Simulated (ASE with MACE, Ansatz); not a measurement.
# Binding curve of Ru(0001) on Al2O3(0001), film 2.1 Å thick (52 atoms)

The cell holds 52 atoms: 16 Al, 24 O and 12 Ru. Its edges and angles: a = 4.810 Å, b = 8.331 Å, c = 26.392 Å, α = 90.0°, β = 90.0°, γ = 90.0°. It derives from Al2O3 and Ru (Al2O3). The starting structure: Ru(0001) slab, 1 repeats (2.1 Å between outer planes), strained in the plane by up to 2.3 % to a cell of 40 Å^2 of Al2O3(0001) (1 repeats); 14 Å of vacuum, lowest layers held; starting gap 2.0 Å. Of 4 lateral registries the lowest after a short relaxation was kept. Relaxed with the MACE-MP-0b2 potential. The outermost Al of the bottom face are to be left free in later relaxations; the layers above them are held. Lattice constants are starting values near those of PBE. Regions: Al2O3, 40 atoms (16 Al and 24 O); Ru, 12 atoms (12 Ru). Vacuum lies along c.

Calculated with Ansatz 0.2.0: Kohn-Sham DFT, PBE, PAW (set soft_2), plane waves; cutoff 420 eV, k-mesh 4×2×1, fermi-dirac smearing of 0.1 eV. The upper part (Ru) is moved rigidly along the normal by z from its relaxed place. Energies are the whole cell less its two frozen parts, over the face of 40.07 Å².

| shift z (Å) | interaction energy (meV/Å²) |
| --- | --- |
| -0.4 | -31.40 |
| -0.2 | -74.28 |
| +0.0 | -83.88 |
| +0.3 | -73.45 |
| +0.6 | -54.75 |
| +1.0 | -32.50 |
| +1.6 | ? |
| +2.4 | -3.542 |
| +3.5 | -0.9975 |

**Question.** Fit the universal binding curve to the rows given and interpolate to the withheld row.

Worked fit:

The universal binding curve is E(z) = −D (1 + z/l) exp(−z/l), whose curvature at z = 0 is D/l². The depth is D = 83.88 meV/Å². A parabola through the rows at −0.2, 0 and +0.3 Å has the curvature 2 {[E(0.3) − E(0)]/0.3 + [E(−0.2) − E(0)]/0.2} / 0.5 = 331.2 meV/Å⁴, so l = √(D / curvature) = 0.503 Å. At z = 1.6 Å, z/l = 3.179.

Prediction at +1.6: -14.59 meV/Å². The run gave -12.82 meV/Å², so the fit is low by 1.8 meV/Å² (14 % of the value).

The curve's steepest slope, D/(e l) at z = l, is 9.82 GPa, an estimate of the stress that rigid separation needs. Among the rows given, the largest miss of the fit is at -0.4, by 6.7 meV/Å² (8.1 % of the range of the table).

Limits: The parts are rigid, and they also feel their periodic images through the vacuum. The functional has no dispersion term. The mesh is coarse for these cells.

[Hosts, paths, dates, database ids (printed as entryN), source tags and the programs' standing remarks are cut or masked in the printed files.]
